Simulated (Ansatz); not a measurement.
**Ba on Hf(0001): change of the work function**

Aim: the work function of Hf(0001) at several coverages of Ba (fcc site), and the dipole that each adsorbate carries.

Program: Ansatz 0.2.0. Level of theory: plane-wave DFT, PBE, Ansatz PAW. Results are calculated unless marked as measured.

## Step 1: Starting point

The cell holds 4 atoms: 4 Hf. Its edges and angles: a = 3.200 Å, b = 3.200 Å, c = 25.594 Å, α = 90.0°, β = 90.0°, γ = 60.0°. Vacuum lies along c.

As a file:

```cif
data_structure
_symmetry_space_group_name_H-M 'P 1'
_symmetry_Int_Tables_number 1
_cell_length_a 3.2000
_cell_length_b 3.2000
_cell_length_c 25.5936
_cell_angle_alpha 90.000
_cell_angle_beta 90.000
_cell_angle_gamma 60.000
_cell_volume 226.97
loop_
_atom_site_label
_atom_site_type_symbol
_atom_site_fract_x
_atom_site_fract_y
_atom_site_fract_z
_atom_site_occupancy
Hf1 Hf 0.66667 0.66667 0.35165 1
Hf2 Hf 0.00000 0.00000 0.45055 1
Hf3 Hf 0.66667 0.66667 0.54945 1
Hf4 Hf 0.00000 0.00000 0.64835 1
```

## Step 2: The clean slab

The bare slab comes first, as the zero from which every change is counted. The two lowest layers are held at bulk places and the upper ones relax. The dipole correction removes the false field that a one-sided slab makes across the periodic vacuum, so each face gets a flat vacuum level of its own.

Input file input.yaml:

```yaml
crystal:
  lattice:
    - [3.2, 0.0, 0.0]
    - [1.6, 2.7712812921, 0.0]
    - [0.0, 0.0, 25.5936]
  atoms:
    - { symbol: Hf, position: [0.6666666667, 0.6666666667, 0.3516504126] }
    - { symbol: Hf, position: [0.0, 0.0, 0.4505501375] }
    - { symbol: Hf, position: [0.6666666667, 0.6666666667, 0.5494498625] }
    - { symbol: Hf, position: [0.0, 0.0, 0.6483495874] }
kpoints:
  mp_grid: { grid: [12, 12, 1] }
hamiltonian:
  xc: pbe
scf:
  occupations: { method: fermi_dirac, width: 0.1 }
  convergence: { dr2_threshold: 1.0e-08 }
efield:
  axis: 3
  dipole_correction: true
  ramp_position: 0.97
  ramp_width: 0.06
relax:
  f_tol: 0.02
  max_steps: 60
  constraints: [{ sites: [0, 1] }]
output:
  write_potential: true
  write_density: true
  volumetric_format: npy
```

Run with:

```bash
ansatz run input.yaml --threads 4 --pin off --max-ram 16384MiB --backend cpu --events-out ev --progress --plain --runs-dir out
```

Numbers of over 12 decimals in the logs are rounded to 6 here.

What it wrote:

```text
Engine: ansatz 0.2.0, aarch64-unknown-linux-gnu
Pseudopotentials: kind: paw
Pseudopotential: Hf, paw, valence charge 26, recommended cutoff 420 eV (normal), Hf.paw.azcp
Functional definition: PBE
  parameter kappa = 0.804
  parameter beta = 0.066725
  exchange = pbe_x(kappa = kappa, mu = beta*pi^2/3)
  correlation = pbe_c(beta = beta)
Crystal: 4 atoms, lattice volume = 226.967 Å³
Basis set: ecut = 420 eV, 4501 PW (Γ), exchange–correlation on 48×48×360 points (8 copies of the dense FFT grid, shifted against one another)
Bands: 63, of which v1, the nominal top of the filled ones, is band 52 counted from 1 (51 counted from 0)
Symmetry: 6 space group operations
k-points: 19 of 144 (time reversal used)
Non-local potential: Hf, projectors of the file, l = 0: 3, l = 1: 2, l = 2: 2, l = 3: 3
PAW form: soft (Blöchl's): semilocal exchange-correlation on the pseudo side does not see the compensation charge
PAW one-centre angular grid: Hf, 590 points (default); XC on 64 Gauss nodes
Initial density: superposition of atomic densities (neutral atoms: chi_scale 0, normalization atom), corrected by the library's trained network
Initial wavefunctions: pseudopotential atomic-orbital guess
Functional: x = pbe(κ = 0.804, μ = 0.219515), c = pbe(β = 0.066725)
SCF iter   1: F=—  HF=-62883.574226 eV  |F-HF|=—  |Δ(HF+E_count)|=         —  Δρ=6.91e-3  dr2=2.48e0  ethr=1.77e-3  p=0.000 e·Å  D=2.71e-14 V/Å  ΔV_dip=-0.00 eV  dr2_dipole=5.24e-7  V_vac-E_F(+/−)=4.47/4.47 eV  ⟨swp⟩=5.7  Hψ=3956  notcnv=0
efield: sawtooth ramp at fractional position 0.9700 (set: `efield.ramp_position`, or a place that a band, a saddle search or an elastic batch's reference lends), width 0.0600; the density the first Hamiltonian is built on has a dipole p = 0.000 e·Å; the dipole correction subtracts the counter field D = 2.71e-14 V/Å, which shifts the + side's vacuum level by -0.00 eV against the − side's; the planar-averaged density in the ramp window peaks in size at 2.6e-5 e/Å³
preconditioner: auto → LDOS  [metal: Δε(μ)=0.011 eV  Ē_g=17.068 eV  σ=0.100 eV  W_gap=0.03  n_scr=60 (ndim 8)  ℏωp=24.1 eV  f_vac=0.553  D(μ)=6.26/eV (n_scr^D=18)  β→1.0]
SCF iter   2: F=—  HF=-62883.510512 eV  |F-HF|=—  |Δ(HF+E_count)|=   6.37e-2  Δρ=2.12e-3  dr2=5.30e-2  ethr=1.77e-3  p=-0.000 e·Å  D=-3.82e-6 V/Å  ΔV_dip=0.00 eV  dr2_dipole=6.74e-7  V_vac-E_F(+/−)=4.35/4.35 eV  ⟨swp⟩=2.1  Hψ=1531  notcnv=0  defer=7
SCF iter   3: F=—  HF=-62883.507732 eV  |F-HF|=—  |Δ(HF+E_count)|=   2.78e-3  Δρ=1.29e-3  dr2=1.82e-2  ethr=5.10e-5  p=0.000 e·Å  D=2.75e-6 V/Å  ΔV_dip=-0.00 eV  dr2_dipole=1.17e-7  V_vac-E_F(+/−)=4.38/4.38 eV  ⟨swp⟩=2.0  Hψ=2304  notcnv=0  defer=7
SCF iter   4: F=—  HF=-62883.506374 eV  |F-HF|=—  |Δ(HF+E_count)|=   1.36e-3  Δρ=3.13e-4  dr2=1.35e-3  ethr=1.75e-5  p=0.000 e·Å  D=1.63e-6 V/Å  ΔV_dip=-0.00 eV  dr2_dipole=2.59e-8  V_vac-E_F(+/−)=4.37/4.37 eV  ⟨swp⟩=1.8  Hψ=1505  notcnv=0  defer=7
SCF iter   5: F=—  HF=-62883.506585 eV  |F-HF|=—  |Δ(HF+E_count)|=   2.11e-4  Δρ=1.18e-4  dr2=3.29e-5  ethr=1.30e-6  p=0.000 e·Å  D=8.47e-7 V/Å  ΔV_dip=-0.00 eV  dr2_dipole=1.09e-8  V_vac-E_F(+/−)=4.36/4.36 eV  ⟨swp⟩=1.8  Hψ=1734  notcnv=0  defer=7
SCF iter   6: F=—  HF=-62883.506637 eV  |F-HF|=—  |Δ(HF+E_count)|=   5.19e-5  Δρ=4.63e-5  dr2=7.25e-6  ethr=3.16e-8  p=0.000 e·Å  D=5.79e-7 V/Å  ΔV_dip=-0.00 eV  dr2_dipole=1.52e-8  V_vac-E_F(+/−)=4.36/4.36 eV  ⟨swp⟩=2.2  Hψ=2138  notcnv=0  defer=7
SCF iter   7: F=—  HF=-62883.506507 eV  |F-HF|=—  |Δ(HF+E_count)|=   1.30e-4  Δρ=1.59e-5  dr2=7.02e-7  ethr=6.97e-9  p=0.000 e·Å  D=3.08e-7 V/Å  ΔV_dip=-0.00 eV  dr2_dipole=4.33e-9  V_vac-E_F(+/−)=4.36/4.36 eV  ⟨swp⟩=2.1  Hψ=2094  notcnv=0  defer=7
SCF iter   8: F=—  HF=-62883.506508 eV  |F-HF|=—  |Δ(HF+E_count)|=   1.20e-6  Δρ=6.71e-6  dr2=1.23e-7  ethr=6.75e-10  p=0.000 e·Å  D=2.18e-7 V/Å  ΔV_dip=-0.00 eV  dr2_dipole=8.53e-10  V_vac-E_F(+/−)=4.36/4.36 eV  ⟨swp⟩=2.1  Hψ=2101  notcnv=0  defer=7
SCF iter   9: F=—  HF=-62883.506508 eV  |F-HF|=—  |Δ(HF+E_count)|=   2.68e-7  Δρ=2.35e-6  dr2=1.92e-8  ethr=1.18e-10  p=0.000 e·Å  D=1.16e-7 V/Å  ΔV_dip=-0.00 eV  dr2_dipole=6.93e-14  V_vac-E_F(+/−)=4.36/4.36 eV  ⟨swp⟩=2.1  Hψ=2128  notcnv=0  defer=7
SCF iter  10: F=-62883.506508 eV  HF=-62883.506508 eV  |F-HF|=1.14e-8  |Δ(HF+E_count)|=   5.79e-8  Δρ=9.35e-7  dr2=3.60e-9  ethr=9.62e-12  p=0.000 e·Å  D=6.53e-8 V/Å  ΔV_dip=-0.00 eV  dr2_dipole=3.71e-14  V_vac-E_F(+/−)=4.36/4.36 eV  ⟨swp⟩=9.3  Hψ=8899  notcnv=0
SCF 1 converged in 10 iterations: F = -62883.506508 eV  dr2 = 3.60e-9
  greatest PAW one-centre occupation: 0.999 electrons in one spin orbital (limit 2), on the Hf atom at site 0 (counted from 0), in its partial waves of l = 0
relax step   1: F+E_penalty+E_count = -62883.50650814 eV  Δ(F+E_penalty+E_count) = +0.000e0 eV  max|allowed force component| = 8.192e-1 eV/Å  Δτ_max = 0.0000 Å  (10 SCF iters, accepted)
Initial density: handed on by an earlier stage of this run
Initial wavefunctions: those handed on with the density
SCF iter   1: F=—  HF=-62883.670937 eV  |F-HF|=—  |Δ(HF+E_count)|=         —  Δρ=9.48e-3  dr2=3.84e0  ethr=3.10e-3  p=0.000 e·Å  D=6.60e-8 V/Å  ΔV_dip=-0.00 eV  dr2_dipole=9.17e-1  V_vac-E_F(+/−)=4.38/4.38 eV  ⟨swp⟩=4.2  Hψ=2490  notcnv=0  defer=4
efield: sawtooth ramp at fractional position 0.9700 (set: `efield.ramp_position`, or a place that a band, a saddle search or an elastic batch's reference lends), width 0.0600; the density the first Hamiltonian is built on has a dipole p = 0.000 e·Å; the dipole correction subtracts the counter field D = 6.60e-8 V/Å, which shifts the + side's vacuum level by -0.00 eV against the − side's; the planar-averaged density in the ramp window peaks in size at 1.4e-7 e/Å³
preconditioner: auto → LDOS  [metal: Δε(μ)=0.008 eV  Ē_g=17.092 eV  σ=0.100 eV  W_gap=0.02  n_scr=60 (ndim 8)  ℏωp=24.1 eV  f_vac=0.557  D(μ)=5.33/eV (n_scr^D=16)  β→1.0]
SCF iter   2: F=—  HF=-62883.538296 eV  |F-HF|=—  |Δ(HF+E_count)|=   1.33e-1  Δρ=5.98e-3  dr2=4.50e-1  ethr=3.10e-3  p=0.009 e·Å  D=7.20e-3 V/Å  ΔV_dip=-0.18 eV  dr2_dipole=3.63e-2  V_vac-E_F(+/−)=4.18/4.36 eV  ⟨swp⟩=2.5  Hψ=1712  notcnv=0  defer=10
SCF iter   3: F=—  HF=-62883.508561 eV  |F-HF|=—  |Δ(HF+E_count)|=   2.97e-2  Δρ=2.78e-3  dr2=4.73e-2  ethr=4.33e-4  p=0.006 e·Å  D=4.46e-3 V/Å  ΔV_dip=-0.11 eV  dr2_dipole=3.42e-5  V_vac-E_F(+/−)=4.27/4.38 eV  ⟨swp⟩=3.0  Hψ=2355  notcnv=0  defer=10
[...]
SCF iter   7: F=—  HF=-62883.565817 eV  |F-HF|=—  |Δ(HF+E_count)|=   2.18e-6  Δρ=1.74e-5  dr2=7.22e-7  ethr=1.52e-8  p=0.002 e·Å  D=1.44e-3 V/Å  ΔV_dip=-0.04 eV  dr2_dipole=8.37e-8  V_vac-E_F(+/−)=4.34/4.38 eV  ⟨swp⟩=2.1  Hψ=2209  notcnv=0  defer=8
SCF iter   8: F=—  HF=-62883.565680 eV  |F-HF|=—  |Δ(HF+E_count)|=   1.37e-4  Δρ=6.75e-6  dr2=4.18e-7  ethr=6.94e-10  p=0.002 e·Å  D=1.36e-3 V/Å  ΔV_dip=-0.03 eV  dr2_dipole=1.31e-7  V_vac-E_F(+/−)=4.34/4.38 eV  ⟨swp⟩=2.2  Hψ=2159  notcnv=0  defer=8
SCF iter   9: F=—  HF=-62883.565680 eV  |F-HF|=—  |Δ(HF+E_count)|=   1.20e-7  Δρ=2.37e-6  dr2=6.97e-8  ethr=4.02e-10  p=0.002 e·Å  D=1.34e-3 V/Å  ΔV_dip=-0.03 eV  dr2_dipole=2.16e-8  V_vac-E_F(+/−)=4.34/4.38 eV  ⟨swp⟩=2.3  Hψ=1598  notcnv=0  defer=8
SCF iter  10: F=—  HF=-62883.565680 eV  |F-HF|=—  |Δ(HF+E_count)|=   2.58e-8  Δρ=9.36e-7  dr2=2.09e-8  ethr=6.70e-11  p=0.002 e·Å  D=1.33e-3 V/Å  ΔV_dip=-0.03 eV  dr2_dipole=7.64e-9  V_vac-E_F(+/−)=4.34/4.38 eV  ⟨swp⟩=2.1  Hψ=1661  notcnv=0  defer=8
SCF iter  11: F=-62883.565680 eV  HF=-62883.565680 eV  |F-HF|=6.62e-10  |Δ(HF+E_count)|=   3.39e-9  Δρ=3.51e-7  dr2=1.45e-9  ethr=9.62e-12  p=0.002 e·Å  D=1.32e-3 V/Å  ΔV_dip=-0.03 eV  dr2_dipole=2.40e-10  V_vac-E_F(+/−)=4.34/4.38 eV  ⟨swp⟩=9.8  Hψ=9095  notcnv=0
SCF 3 converged in 11 iterations: F = -62883.565680 eV  dr2 = 1.45e-9
relax step   3: F+E_penalty+E_count = -62883.56567999 eV  Δ(F+E_penalty+E_count) = -5.917e-2 eV  max|allowed force component| = 1.717e-1 eV/Å  Δτ_max = 0.0893 Å  (11 SCF iters, accepted)
[...]
relax step   4: F+E_penalty+E_count = -62883.56763627 eV  Δ(F+E_penalty+E_count) = -1.956e-3 eV  max|allowed force component| = 4.706e-2 eV/Å  Δτ_max = 0.0184 Å  (8 SCF iters, accepted)
SCF iter   1: F=—  HF=-62883.568121 eV  |F-HF|=—  |Δ(HF+E_count)|=         —  Δρ=3.45e-4  dr2=2.61e-3  ethr=5.67e-5  p=0.003 e·Å  D=2.04e-3 V/Å  ΔV_dip=-0.05 eV  dr2_dipole=3.65e-5  V_vac-E_F(+/−)=4.33/4.38 eV  ⟨swp⟩=2.0  Hψ=1658  notcnv=0  defer=9
efield: sawtooth ramp at fractional position 0.9700 (set: `efield.ramp_position`, or a place that a band, a saddle search or an elastic batch's reference lends), width 0.0600; the density the first Hamiltonian is built on has a dipole p = 0.003 e·Å; the dipole correction subtracts the counter field D = 2.04e-3 V/Å, which shifts the + side's vacuum level by -0.05 eV against the − side's; the planar-averaged density in the ramp window peaks in size at 1.6e-7 e/Å³
preconditioner: auto → LDOS  [metal: Δε(μ)=0.009 eV  Ē_g=17.042 eV  σ=0.100 eV  W_gap=0.02  n_scr=60 (ndim 8)  ℏωp=24.1 eV  f_vac=0.554  D(μ)=6.18/eV (n_scr^D=18)  β→1.0]
SCF iter   2: F=—  HF=-62883.567979 eV  |F-HF|=—  |Δ(HF+E_count)|=   1.42e-4  Δρ=1.79e-4  dr2=3.66e-4  ethr=2.51e-6  p=0.002 e·Å  D=1.74e-3 V/Å  ΔV_dip=-0.04 eV  dr2_dipole=1.22e-5  V_vac-E_F(+/−)=4.34/4.38 eV  ⟨swp⟩=2.0  Hψ=1515  notcnv=0  defer=9
SCF iter   3: F=—  HF=-62883.567967 eV  |F-HF|=—  |Δ(HF+E_count)|=   1.25e-5  Δρ=8.58e-5  dr2=3.95e-5  ethr=3.52e-7  p=0.002 e·Å  D=1.86e-3 V/Å  ΔV_dip=-0.05 eV  dr2_dipole=3.65e-8  V_vac-E_F(+/−)=4.33/4.38 eV  ⟨swp⟩=2.0  Hψ=2093  notcnv=0  defer=9
SCF iter   4: F=—  HF=-62883.567971 eV  |F-HF|=—  |Δ(HF+E_count)|=   4.31e-6  Δρ=2.41e-5  dr2=7.73e-6  ethr=3.79e-8  p=0.002 e·Å  D=1.84e-3 V/Å  ΔV_dip=-0.05 eV  dr2_dipole=2.66e-6  V_vac-E_F(+/−)=4.33/4.38 eV  ⟨swp⟩=2.0  Hψ=2095  notcnv=0  defer=9
SCF iter   5: F=—  HF=-62883.567835 eV  |F-HF|=—  |Δ(HF+E_count)|=   1.36e-4  Δρ=9.27e-6  dr2=2.80e-7  ethr=7.43e-9  p=0.002 e·Å  D=1.84e-3 V/Å  ΔV_dip=-0.05 eV  dr2_dipole=1.37e-9  V_vac-E_F(+/−)=4.33/4.38 eV  ⟨swp⟩=2.0  Hψ=1657  notcnv=0  defer=9
SCF iter   6: F=—  HF=-62883.567835 eV  |F-HF|=—  |Δ(HF+E_count)|=   7.87e-8  Δρ=3.23e-6  dr2=5.28e-8  ethr=2.69e-10  p=0.002 e·Å  D=1.85e-3 V/Å  ΔV_dip=-0.05 eV  dr2_dipole=4.35e-9  V_vac-E_F(+/−)=4.33/4.38 eV  ⟨swp⟩=2.0  Hψ=2116  notcnv=0  defer=9
SCF iter   7: F=—  HF=-62883.567835 eV  |F-HF|=—  |Δ(HF+E_count)|=   3.57e-8  Δρ=1.30e-6  dr2=1.03e-8  ethr=9.62e-12  p=0.002 e·Å  D=1.86e-3 V/Å  ΔV_dip=-0.05 eV  dr2_dipole=3.94e-10  V_vac-E_F(+/−)=4.33/4.38 eV  ⟨swp⟩=10.3  Hψ=9635  notcnv=0
SCF iter   8: F=-62883.567835 eV  HF=-62883.567835 eV  |F-HF|=5.09e-11  |Δ(HF+E_count)|=   6.89e-9  Δρ=5.25e-7  dr2=1.69e-9  ethr=9.62e-12  p=0.002 e·Å  D=1.86e-3 V/Å  ΔV_dip=-0.05 eV  dr2_dipole=5.32e-10  V_vac-E_F(+/−)=4.33/4.38 eV  ⟨swp⟩=9.7  Hψ=8498  notcnv=0
SCF 5 converged in 8 iterations: F = -62883.567835 eV  dr2 = 1.69e-9
relax step   5: F+E_penalty+E_count = -62883.56783470 eV  Δ(F+E_penalty+E_count) = -1.984e-4 eV  max|allowed force component| = 1.704e-3 eV/Å  Δτ_max = 0.0094 Å  (8 SCF iters, accepted)
NSCF: frozen V_eff on 19 k-points
the band table was solved once a step of the walk had ended and its energy, with any forces and stress, was formed, with the checks that follow a solve (5245 applications of the Hamiltonian). They found nothing against the state; the energy, forces and stress were not computed again (output.eigenvalues in the input reference)
WARN: The output density's exchange-correlation potential varies sharply where the density is thin. Do not read a vacuum level from v_tot or v_xc, or from such a field of the output density. On a cell that repeats whose density bears no net charge and no dipole along the vacuum's axis use v_es (v_loc + v_h of the components); under efield.dipole_correction with no amplitude use v_es + v_field, which holds any externa [...]
SCF converged after 8 iterations
Free energy (F): -62883.567835 eV
Harris-Foulkes:  -62883.567835 eV  (|F-HF|=5.09e-11)
Internal energy: -62883.372085 eV  (E = F + TS)
E sigma→0 (E₀):  -62883.469960 eV
Entropy (-TS):   -0.195750 eV (-48.937 meV/atom)
Fermi energy:    5.322127 eV
Dipole field:    D = 0.001891 V/Å  (p = 0.002372 e·Å, saw-weighted, corrected)
Work function:   Φ+ = 4.3323 eV   Φ− = 4.3807 eV
Levels:          The Fermi level and band energies are counted from a zero that moves with the ramp; work functions are not
--- Per-component energies (eV) ---
  E_band       = -1375.554868
  E_kinetic    = 1692.852933
  E_local      = -198039.683772  (includes V_loc(G=0)·N_el)
  E_nonlocal   = -4977.793772
  E_hartree    = 97660.541322
  E_xc         = -1197.750381
  E_vxc        = -1061.044369  (∫ρ·V_xc dr)
  E_paw        = -27710.418735  (= ΣΔE_a)
  E_vpaw       = 5689.037659  (= ΣTr[D̂ρ^β])
  E_aug_tail   = -0.000005  (compensation charges beyond the density's cutoff)
  E_efield     = 0.000002  (sawtooth field / dipole correction)
  E_vefield    = -0.003193  (∫n·V_field dr)
  E_ewald      = 69688.880323
  E_smearing   = -0.195750  (= −TS)
  E_closure    = -0.000000  (closes the sum)
  Σ components = -62883.567835   (vs F -62883.567835, Δ=0.00e0)
--- Forces (eV/Å), atoms counted from 1 ---
  atom   1  Hf    -0.00000000     0.00000000     0.66028476
  atom   2  Hf     0.00000000    -0.00000000    -0.65727949
  atom   3  Hf    -0.00000000     0.00000000    -0.00130238
  atom   4  Hf     0.00000000    -0.00000000    -0.00170409
  max |Σ_I F_I| component: 1.19e-6 eV/Å
--- Band table (eV; the first three rows and the last of 19) ---
  k-point 0: bands = [... 48 lower, 5.0697, 5.3423, 5.7534, 6.0479, 6.3967, 6.3967, 6.4979, 6.4979, ... 7 higher]
  k-point 1: bands = [... 48 lower, 4.9871, 5.2870, 5.5948, 5.9285, 6.2135, 6.2357, 6.5548, 6.5574, ... 7 higher]
  k-point 2: bands = [... 48 lower, 4.6880, 4.9972, 5.1933, 5.5914, 5.7265, 5.9912, 6.3752, 6.6642, ... 7 higher]
  k-point 18: bands = [... 48 lower, 4.0352, 4.2042, 4.2896, 5.2805, 5.3081, 5.4817, 5.5196, 5.7372, ... 7 higher]
--- Relaxed structure (5 steps of the walk, 4 accepted, 0 SCFs on fresh bases) ---
  F+E_penalty+E_count = -62883.56783470 eV   max|allowed force component| = 1.704e-3 eV/Å
  atoms:
    - { symbol: Hf, position: [0.666667, 0.666667, 0.3516504126] }
    - { symbol: Hf, position: [0.0, 0.0, 0.4505501375] }
    - { symbol: Hf, position: [0.666667, 0.666667, 0.553686] }
    - { symbol: Hf, position: [0, 0, 0.646654] }
```

Run time: 34 s. Hardware: 4 threads of Arm Neoverse V1, shared host; peak memory 0.71 GiB.

The steps of the relaxation:

```csv
step,energy less that of the first step (eV),largest force component (eV/Å)
1,0.0000,0.8192
2,0.0064,1.1135
3,-0.0592,0.1717
4,-0.0611,0.0471
5,-0.0613,0.0017
```

Relaxation step 2 was tried and not accepted.

Forces are held to the 6 operations that the run works with; a distortion that breaks them can't arise in this run.

The atoms that moved most (Å):

```csv
atom,dx,dy,dz,length
Hf3,0.000,0.000,0.108,0.108
Hf4,0.000,0.000,-0.043,0.043
```

The relaxed structure:

```xyz
4
Lattice="3.2000 0.0000 0.0000 1.6000 2.7713 0.0000 0.0000 0.0000 25.5936" Properties=species:S:1:pos:R:3
Hf    3.2000    1.8475    9.0000
Hf    0.0000    0.0000   11.5312
Hf    3.2000    1.8475   14.1708
Hf    0.0000    0.0000   16.5502
```

Numbers from this step:

```
energy at zero smearing        : -62883.4700 eV
work function, upper face      : 4.332 eV
work function, lower face      : 4.381 eV
dipole along the normal        : 0.002372 e·Å
step between the vacuum levels : -0.04841 eV
```

Running mean over 2.5312 Å of the planar mean; the ramp of the sawtooth is left out. Table of electron's electrostatic potential energy less the Fermi level by z:

```csv
z (Å),electron's electrostatic potential energy less the Fermi level (eV)
3.0,4.38
3.5,4.38
4.0,4.38
4.5,4.37
5.0,4.35
5.5,4.30
6.0,4.13
6.5,3.64
7.0,2.31
7.5,-0.568
8.0,-4.04
8.5,-6.61
9.0,-7.41
9.5,-7.41
10.0,-7.30
10.5,-7.25
11.0,-7.26
11.5,-7.25
12.0,-7.07
12.5,-6.75
13.0,-6.68
13.5,-6.90
14.0,-7.23
14.5,-7.58
15.0,-8.07
15.5,-8.20
16.0,-7.96
16.5,-7.55
17.0,-6.75
17.5,-4.37
18.0,-0.937
18.5,2.06
19.0,3.51
19.5,4.05
20.0,4.24
20.5,4.30
21.0,4.32
21.5,4.33
22.0,4.33
22.5,4.33
```

The relaxation took 5 steps and lowered the energy by 0.061 eV; the largest force on the free atoms ends at 0.0017 eV/Å.

The work function of the upper face is 4.33 eV.

[end of part 1 of 3]

[Logs are printed without paths, hosts, clocks, repeated set-up lines and the standing remarks that a program may print on its own settings, such as how far it seeks lower states.]

[Hosts, paths, dates, database ids (printed as entryN), source tags and the programs' standing remarks are cut or masked in the printed files.]

[Maps of the electrostatic potential energy from Ansatz leave out the sawtooth potential of an applied field or a dipole correction, so their vacuum need not be flat; planar profiles and work functions include it.]
